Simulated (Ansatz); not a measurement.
# How fast states decay through K2LiI2Br

Wanted: the relaxed cell of K2LiI2Br, its band edges and its decay constants. It is built by putting Li for part of the K in the K3I2Br structure of space group P-3m1, with the volume rescaled by atomic radii. The parent structure comes from the Materials Project.

Calculated with Ansatz 0.2.0; r2SCAN DFT, plane waves, PAW files, in the first sound run; inputs show where later runs differ.

Most raw output is cut from this account.

The structure was built from a prototype and need not be the compound's stable phase.

## 1. Starting point

The structure is trigonal, space group P3m1 (No. 156). The conventional cell has a = 4.678 Å, b = 4.678 Å, c = 11.500 Å, α = 90.00°, β = 90.00°, γ = 120.00°. K has 6 I at 3.36 Å nearest. Nearest to K lie 3 Br at 3.21 Å and 3 I at 3.37 Å. Nearest to Li lie 3 Br at 3.21 Å and 3 I at 3.37 Å. Nearest to I lie 3 K at 3.36 Å and 3 Li at 3.37 Å. Nearest to I lie 6 K at 3.36 to 3.37 Å. Br has 3 K at 3.21 Å and 3 Li at 3.21 Å nearest. It derives from K3I2Br. Li for part of the K in the K3I2Br structure of space group P-3m1. Farther neighbours and most contacts between anions are not listed.

## 2. Cell and atoms at rest

The substituted atoms don't fit the parent's cell, so cell and atoms relax together. A small smearing keeps the run stable in case the gap closes on the way.

File input.yaml:

```yaml
crystal:
  lattice:
    - [4.6781991181, 0.0, 0.0]
    - [-2.3390995591, 4.0514392802, 0.0]
    - [0.0, 0.0, 11.5003848128]
  atoms:
    - { symbol: K, position: [0.0, 0.0, 0.5] }
    - { symbol: K, position: [0.3333333333, 0.6666666667, 0.15133436] }
    - { symbol: Li, position: [0.6666666667, 0.3333333333, 0.84866564] }
    - { symbol: I, position: [0.3333333333, 0.6666666667, 0.67382773] }
    - { symbol: I, position: [0.6666666667, 0.3333333333, 0.32617227] }
    - { symbol: Br, position: [0.0, 0.0, 0.0] }
kpoints:
  mp_grid: { grid: [6, 6, 2] }
scf:
  occupations: { method: gaussian, width: 0.03 }
hamiltonian:
  xc: r2scan
output:
  forces: true
  stress: true
relax:
  f_tol: 0.02
  max_steps: 60
  cell: {}
```

Run with:

```
> ansatz run input.yaml --threads 2 --pin off --max-ram 4096MiB --backend cpu --events-out ev --progress --plain --runs-dir out
```

Elapsed: 58 s, on 2 threads of Arm Neoverse V2, shared host; peak memory 0.91 GiB.

Relaxation path:

| step | energy less that of the first step (eV) | largest force component (eV/Å) | pressure (GPa) | volume (Å³) |
| --- | --- | --- | --- | --- |
| 1 | 0.0000 | 0.7607 | 0.48 | 217.97 |
| 2 | -0.1972 | 0.3949 | 0.03 | 218.25 |
| 3 | -0.2830 | 0.0837 | -0.04 | 215.91 |
| 4 | -0.2872 | 0.0291 | -0.02 | 215.30 |
| 5 | -0.2884 | 0.0223 | -0.03 | 215.24 |
| 6 | -0.2887 | 0.0018 | 0.00 | 214.82 |
| 7* | -0.2884 | 0.0018 | 0.00 | 214.82 |

Relaxation steps marked * repeat the geometry before them on a plane-wave basis chosen anew for their cell, so energy and pressure can jump there.

Forces are held to the 6 operations that the run works with; a distortion that breaks them can't arise in this run.

```
conventional cell, symmetrised  before   after  change
                         a (Å)   4.678   4.606  -1.5 %
                         b (Å)   4.678   4.606  -1.5 %
                         c (Å)  11.500  11.690  +1.6 %
              volume (Å³/atom)   36.33   35.80  -1.4 %
```

The atoms that moved most (Å, as changes of fractional coordinates times the final cell):

```
atom     dx     dy      dz  length
  I4  0.000  0.000   0.414   0.414
 Br6  0.000  0.000  -0.333   0.333
  K2  0.000  0.000  -0.192   0.192
  K1  0.000  0.000   0.176   0.176
 Li3  0.000  0.000  -0.075   0.075
  I5  0.000  0.000   0.011   0.011
```

Final coordinates:

```xyz
6
Lattice="4.6065 0.0000 0.0000 -2.3032 3.9893 0.0000 0.0000 0.0000 11.6898" Properties=species:S:1:pos:R:3 pbc="T T T"
K     0.0000    0.0000    6.0211
K     0.0000    2.6596    1.5767
Li    2.3032    1.3298    9.8456
I     0.0000    2.6596    8.2906
I     2.3032    1.3298    3.8240
Br    0.0000    0.0000   -0.3335
```

Numbers from this step:

```
free energy  : -21148.8964 eV
Fermi energy : 4.458 eV
pressure     : -0.004235 GPa
```

The largest force component on a free atom ends at 0.0018 eV/Å.

## 3. Band edges

The energy window and the wavevectors of the next steps follow from the band edges, so these are searched first, off the mesh as well.

File input.yaml:

```yaml
crystal:
  lattice:
    - [4.6064926238, 0.0, 0.0]
    - [-2.3032463119, 3.9893396345, 0.0]
    - [0.0, 0.0, 11.6897991824]
  atoms:
    - { symbol: K, position: [0.0, 0.0, 0.5150745482] }
    - { symbol: K, position: [0.3333333333, 0.6666666667, 0.1348748888] }
    - { symbol: Li, position: [0.6666666667, 0.3333333333, 0.8422419765] }
    - { symbol: I, position: [0.3333333333, 0.6666666667, 0.7092146807] }
    - { symbol: I, position: [0.6666666667, 0.3333333333, 0.3271194957] }
    - { symbol: Br, position: [0.0, 0.0, -0.02852559] }
kpoints:
  mp_grid: { grid: [6, 6, 2] }
  band_path: { path: [VBM, CBM], npoints: 30 }
scf:
  occupations: { method: fixed }
hamiltonian:
  xc: r2scan
output:
  eigenvalues: true
  write_potential: true
  write_density: true
  volumetric_format: npy
```

Wall time 52 s (2 threads); peak memory 0.83 GiB.

Numbers from this step:

```
Fermi energy        : 2.295 eV
gap on the k-mesh   : 4.326 eV
gap on path         : 4.326 eV, by band count; negative where bands overlap
direct gap on path  : 4.326 eV
edge places on path : 0, 0 1/A along the path
```

Levels at VBM (eV): -1.90, -1.41, -1.04, -1.04, -0.32, -0.27, -0.27, 0.00, 0.00, 4.33, 5.47, 6.09, 6.60, 7.14, 7.38, 7.38.

The searched edges give 4.33 eV, as on the mesh.

## 4. Complex bands

This step: r2SCAN DFT, plane waves, PAW files; complex bands by layer matching along the plane's normal (Ansatz 0.2.0).

The same crystal is laid in a cell whose first two vectors span the (001) plane (indices of the standard conventional cell, whose axes can be ordered otherwise than in the bulk input). At fixed energy and wavevector in the plane the solver finds all kz, real and complex. A few wavevectors are listed, (0, 0) and (0.5, 0) in units of the plane's reciprocal vectors; the slowest state needn't be among them.

File input.yaml:

```yaml
crystal:
  lattice:
    - [4.606492624, 0.0, 0.0]
    - [2.303246312, 3.989339635, 0.0]
    - [0.0, 0.0, 11.689799182]
  atoms:
    - { symbol: K, position: [0.0, 0.0, 0.5150745482] }
    - { symbol: K, position: [0.6666666667, 0.6666666667, 0.1348748888] }
    - { symbol: Li, position: [0.3333333333, 0.3333333333, 0.8422419765] }
    - { symbol: I, position: [0.6666666667, 0.6666666667, 0.7092146807] }
    - { symbol: I, position: [0.3333333333, 0.3333333333, 0.3271194957] }
    - { symbol: Br, position: [0.0, 0.0, 0.97147441] }
kpoints:
  mp_grid: { grid: [6, 6, 2] }
scf:
  occupations: { method: fixed }
hamiltonian:
  xc: r2scan
output:
  eigenvalues: true
  transmission:
    leads: [[0, 0]]
    kpoints: [[0.0, 0.0], [0.5, 0.0]]
    e_range: [-1.0, 5.33]
    de: 0.11
```

It took 37 s on 2 threads; peak memory 1.2 GiB; 74 s of CPU time.

Numbers from this step:

```yaml
level_to_which_the_leads_are_filled: 2.163 eV from the Fermi level
decay_constant_at_the_filling_level_zone_centre: 0.3201 Å⁻¹
decay_constant_at_the_filling_level_slowest_listed_point: 0.3201 Å⁻¹
```

K parallel (0, 0); values up to 1.5 1/Å, a degenerate pair printed once or twice; energies at which all values exceed this have no row. Table of Im kz of the slowest decaying states by energy, zero at the highest filled level on the SCF mesh:

```csv
energy (eV),decay 1 (Å⁻¹),decay 2 (Å⁻¹),decay 3 (Å⁻¹),decay 4 (Å⁻¹)
-1.000,0.388,1.16,1.28,1.36
-0.450,0.404,1.12,1.24,1.33
-0.010,0.0536,0.184,1.09,1.20
0.540,0.272,0.570,1.04,1.15
0.980,0.305,0.651,1.01,1.11
1.530,0.323,0.703,0.962,1.06
1.970,0.324,0.725,0.922,1.02
2.520,0.310,0.735,0.869,0.962
2.960,0.286,0.732,0.824,0.917
3.510,0.237,0.718,0.761,0.860
3.950,0.170,0.698,0.706,0.812
4.500,0.623,0.663,0.749,1.05
5.050,0.0314,0.510,0.617,0.681
```

K parallel (0.5, 0); values up to 1.5 1/Å, a degenerate pair printed once or twice; energies at which all values exceed this have no row. Table of Im kz of the slowest decaying states by energy, zero at the highest filled level on the SCF mesh:

| energy (eV) | decay 1 (Å⁻¹) | decay 2 (Å⁻¹) | decay 3 (Å⁻¹) | decay 4 (Å⁻¹) |
| --- | --- | --- | --- | --- |
| -1.00 | 0.0854 | 0.196 | 0.608 | 1.04 |
| -0.67 | 0.168 | 0.502 | 1.02 | - |
| -0.34 | 0.0470 | 0.308 | 0.350 | 0.999 |
| -0.01 | 0.373 | 0.434 | 0.645 | 0.977 |
| 0.21 | 0.402 | 0.466 | 0.726 | 0.961 |
| 0.54 | 0.431 | 0.497 | 0.805 | 0.937 |
| 0.87 | 0.450 | 0.516 | 0.858 | 0.912 |
| 1.20 | 0.462 | 0.527 | 0.886 | 0.895 |
| 1.53 | 0.467 | 0.531 | 0.858 | 0.923 |
| 1.86 | 0.468 | 0.530 | 0.829 | 0.942 |
| 2.08 | 0.467 | 0.528 | 0.809 | 0.950 |
| 2.41 | 0.461 | 0.520 | 0.778 | 0.958 |
| 2.74 | 0.451 | 0.509 | 0.744 | 0.959 |
| 3.07 | 0.437 | 0.494 | 0.709 | 0.956 |
| 3.40 | 0.419 | 0.476 | 0.671 | 0.948 |
| 3.73 | 0.396 | 0.453 | 0.631 | 0.936 |
| 4.06 | 0.367 | 0.426 | 0.587 | 0.920 |
| 4.28 | 0.344 | 0.405 | 0.555 | 0.908 |
| 4.61 | 0.300 | 0.368 | 0.504 | 0.887 |
| 4.94 | 0.238 | 0.322 | 0.445 | 0.864 |
| 5.27 | 0.114 | 0.259 | 0.378 | 0.837 |

At the listed wavevectors the last open channel is at -0.34 eV and the next at +4.39 eV on the grid, wider than the gap, since narrow bands can fall between grid energies. At +2.19 eV, the grid energy nearest the filling level (the middle of the gap on the SCF mesh), the slowest state at the listed wavevectors decays with κ = 0.320 Å⁻¹, its amplitude falling by e over 3.1 Å. Through 1 nm of this crystal that state's transmission falls by exp(−2 × 0.320 Å⁻¹ × 10 Å) = 0.0017.

## 5. Decay over the two-dimensional zone

The listed points could miss the slowest state, so one energy near mid-gap is solved on a mesh of 8×8.

input.yaml, as its differences from that of step 4:

```diff
@@ -20,6 +20,2 @@
   eigenvalues: true
-  transmission:
-    leads: [[0, 0]]
-    kpoints: [[0.0, 0.0], [0.5, 0.0]]
-    e_range: [-1.0, 5.33]
-    de: 0.11
+  transmission: { leads: [[0, 0]], kmesh: [8, 8], e_range: [2.16, 2.17], de: 0.05 }
```

Run time: 26 s. Hardware: 2 threads; peak memory 1.2 GiB.

Numbers from this step:

```
least decay constant on the mesh : 0.3208 Å⁻¹
```

Slowest decay constant (1/Å; 0 where a channel is open) over k1 and k2. At 2.1600 eV from the Fermi level.

Ten even steps from '0' (0.321) to '9' (0.558):
```
78876776
98976867
77783387
66630366
77833877
97686798
76776788
67976797
```
Columns: k1 (b1) from -0.5 to 0.375; rows upwards: k2 (b2) from -0.5 to 0.375.

The least value on the mesh is 0.321 Å⁻¹ at +2.16 eV. At that energy the listed points give about 0.321 Å⁻¹ by interpolation, so the mesh holds no clearly slower state.

## 6. Band edges at another level, cutoff 420 eV

This step: LDA DFT, plane waves, PAW files (Ansatz 0.2.0).

The edges again with LDA, at the same atoms. Against that run the cutoff is 420 eV against 500.

File input.yaml:

```yaml
crystal:
  lattice:
    - [4.6064926238, 0.0, 0.0]
    - [-2.3032463119, 3.9893396345, 0.0]
    - [0.0, 0.0, 11.6897991824]
  atoms:
    - { symbol: K, position: [0.0, 0.0, 0.5150745482] }
    - { symbol: K, position: [0.3333333333, 0.6666666667, 0.1348748888] }
    - { symbol: Li, position: [0.6666666667, 0.3333333333, 0.8422419765] }
    - { symbol: I, position: [0.3333333333, 0.6666666667, 0.7092146807] }
    - { symbol: I, position: [0.6666666667, 0.3333333333, 0.3271194957] }
    - { symbol: Br, position: [0.0, 0.0, -0.02852559] }
kpoints:
  mp_grid: { grid: [6, 6, 2] }
  band_path: { path: [VBM, CBM], npoints: 30 }
scf:
  occupations: { method: fixed }
hamiltonian:
  xc: lda
output:
  eigenvalues: true
```

Wall time 25 s (2 threads); peak memory 0.47 GiB; 50 s of CPU time.

This step gave:

```
free energy        : -20608.3723 eV
Fermi energy       : 2.353 eV
gap on the k-mesh  : 3.353 eV
gap on path        : 3.353 eV, by band count; negative where bands overlap
direct gap on path : 3.353 eV
```

Levels at VBM (eV): -1.92, -1.47, -0.99, -0.99, -0.31, -0.27, -0.27, 0.00, 0.00, 3.35, 4.60, 5.18, 5.83, 6.30, 6.52, 6.52.

The searched edges give 3.35 eV, as on the mesh.

Between step 3 and this run (LDA and cutoff 420 eV) the value for the gap on path moves from 4.33 eV to 3.35 eV.

## 7. Complex bands at another level, cutoff 420 eV

This step: LDA DFT, plane waves, PAW files; complex bands by layer matching along the plane's normal (Ansatz 0.2.0).

The complex bands at that level, over its own gap, at (0, 0) and (0.5, 0).

File input.yaml:

```yaml
crystal:
  lattice:
    - [4.606492624, 0.0, 0.0]
    - [2.303246312, 3.989339635, 0.0]
    - [0.0, 0.0, 11.689799182]
  atoms:
    - { symbol: K, position: [0.0, 0.0, 0.5150745482] }
    - { symbol: K, position: [0.6666666667, 0.6666666667, 0.1348748888] }
    - { symbol: Li, position: [0.3333333333, 0.3333333333, 0.8422419765] }
    - { symbol: I, position: [0.6666666667, 0.6666666667, 0.7092146807] }
    - { symbol: I, position: [0.3333333333, 0.3333333333, 0.3271194957] }
    - { symbol: Br, position: [0.0, 0.0, 0.97147441] }
kpoints:
  mp_grid: { grid: [6, 6, 2] }
scf:
  occupations: { method: fixed }
hamiltonian:
  xc: lda
output:
  eigenvalues: true
  transmission:
    leads: [[0, 0]]
    kpoints: [[0.0, 0.0], [0.5, 0.0]]
    e_range: [-1.0, 4.35]
    de: 0.09
```

The job ended after 28 s (2 threads; peak memory 0.63 GiB; 44 s of CPU time).

This step gave:

| Item | Value |
| --- | --- |
| level to which the leads are filled | 1.676 eV from the Fermi level |
| decay constant at the filling level, zone centre | 0.2726 Å⁻¹ |
| decay constant at the filling level, slowest listed point | 0.2726 Å⁻¹ |

K parallel (0, 0); values up to 1.5 1/Å, a degenerate pair printed once or twice; energies at which all values exceed this have no row. Im kz of the slowest decaying states against energy, zero at the highest filled level on the SCF mesh:

| energy (eV) | decay 1 (Å⁻¹) | decay 2 (Å⁻¹) | decay 3 (Å⁻¹) | decay 4 (Å⁻¹) |
| --- | --- | --- | --- | --- |
| -1.00 | 0.234 | 1.11 | 1.24 | 1.29 |
| -0.73 | 0.0265 | 0.465 | 1.09 | 1.21 |
| -0.46 | 0.396 | 1.07 | 1.19 | 1.26 |
| -0.19 | 0.110 | 0.252 | 1.05 | 1.16 |
| -0.01 | 0.167 | 1.04 | 1.15 | 1.23 |
| 0.08 | 0.186 | 0.327 | 1.03 | 1.14 |
| 0.35 | 0.227 | 0.501 | 1.01 | 1.11 |
| 0.62 | 0.252 | 0.578 | 0.983 | 1.08 |
| 0.89 | 0.267 | 0.627 | 0.959 | 1.06 |
| 1.16 | 0.275 | 0.659 | 0.934 | 1.03 |
| 1.43 | 0.277 | 0.682 | 0.908 | 1.00 |
| 1.70 | 0.273 | 0.697 | 0.882 | 0.973 |
| 1.88 | 0.267 | 0.704 | 0.863 | 0.954 |
| 2.15 | 0.254 | 0.710 | 0.835 | 0.924 |
| 2.42 | 0.234 | 0.712 | 0.805 | 0.895 |
| 2.69 | 0.206 | 0.709 | 0.773 | 0.865 |
| 2.96 | 0.165 | 0.703 | 0.740 | 0.835 |
| 3.23 | 0.0960 | 0.693 | 0.704 | 0.804 |
| 3.50 | 0.664 | 0.679 | 0.773 | 0.985 |
| 3.77 | 0.619 | 0.662 | 0.740 | 0.962 |
| 4.04 | 0.0239 | 0.566 | 0.643 | 0.707 |
| 4.31 | 0.496 | 0.619 | 0.671 | 0.912 |

K parallel (0.5, 0); values up to 1.5 1/Å, a degenerate pair printed once or twice; energies at which all values exceed this have no row. Im kz of the slowest decaying states against energy, zero at the highest filled level on the SCF mesh:

```
energy (eV)  decay 1 (Å⁻¹)  decay 2 (Å⁻¹)  decay 3 (Å⁻¹)  decay 4 (Å⁻¹)
    -1.0000         0.0774          0.193          0.576          0.995
    -0.7300          0.155          0.509          0.978              -
    -0.4600          0.254          0.286          0.300          0.960
    -0.2800          0.306          0.361          0.394          0.947
    -0.0100          0.355          0.422          0.613          0.927
     0.2600          0.386          0.458          0.707          0.905
     0.5300          0.407          0.480          0.768          0.883
     0.7100          0.417          0.490          0.799          0.868
     0.9800          0.427          0.499          0.835          0.844
     1.2500          0.433          0.504          0.820          0.862
     1.5200          0.434          0.504          0.794          0.882
     1.7900          0.433          0.500          0.767          0.897
     1.9700          0.430          0.496          0.748          0.904
     2.2400          0.422          0.487          0.718          0.910
     2.5100          0.412          0.475          0.687          0.913
     2.7800          0.398          0.460          0.654          0.912
     2.9600          0.387          0.448          0.630          0.909
     3.2300          0.367          0.427          0.593          0.902
     3.5000          0.343          0.403          0.553          0.892
     3.7700          0.312          0.373          0.508          0.878
     4.0400          0.273          0.338          0.458          0.863
     4.2200          0.239          0.309          0.421          0.850
```

At the listed wavevectors the last open channel is at -0.01 eV and the next at +3.41 eV on the grid. At +1.70 eV, the grid energy nearest the filling level (the middle of the gap on the SCF mesh), the slowest state at the listed wavevectors decays with κ = 0.273 Å⁻¹, its amplitude falling by e over 3.7 Å; the first such run, plane (001), gave 0.320 Å⁻¹.

## 8. Summary of results

- band gap: 4.33 eV
- least decay constant at mid-gap, normal to (001): 0.320 Å⁻¹
- least decay constant on a mesh, normal to (001): 0.321 Å⁻¹
- least decay constant, LDA: 0.273 Å⁻¹

With r2SCAN, the slowest decay at the wavevectors tried is κ = 0.320 Å⁻¹, normal to (001). Through such a film the transmission near mid-gap falls as exp(−2κd), a factor of ten every 3.6 Å. A free electron under a barrier of half the gap would need a mass of 0.18 mₑ to decay at this rate. With LDA the gap goes from 4.33 to 3.35 eV and the decay constant, over the first 2 listed wavevectors, from 0.320 to 0.273 Å⁻¹. The compound is made up by substitution; its stability against other phases and against distortions of the cell's symmetry was not tested. r2SCAN still narrows gaps, if less than LDA and GGA do, while spin-orbit coupling, left out here, narrows them in compounds of heavy elements, so the error in κ can go either way.

[Logs are printed without paths, hosts, clocks, repeated set-up lines and the standing remarks that a program may print on its own settings, such as how far it seeks lower states.]

[Hosts, paths, dates, database ids (printed as entryN), source tags and the programs' standing remarks are cut or masked in the printed files.]
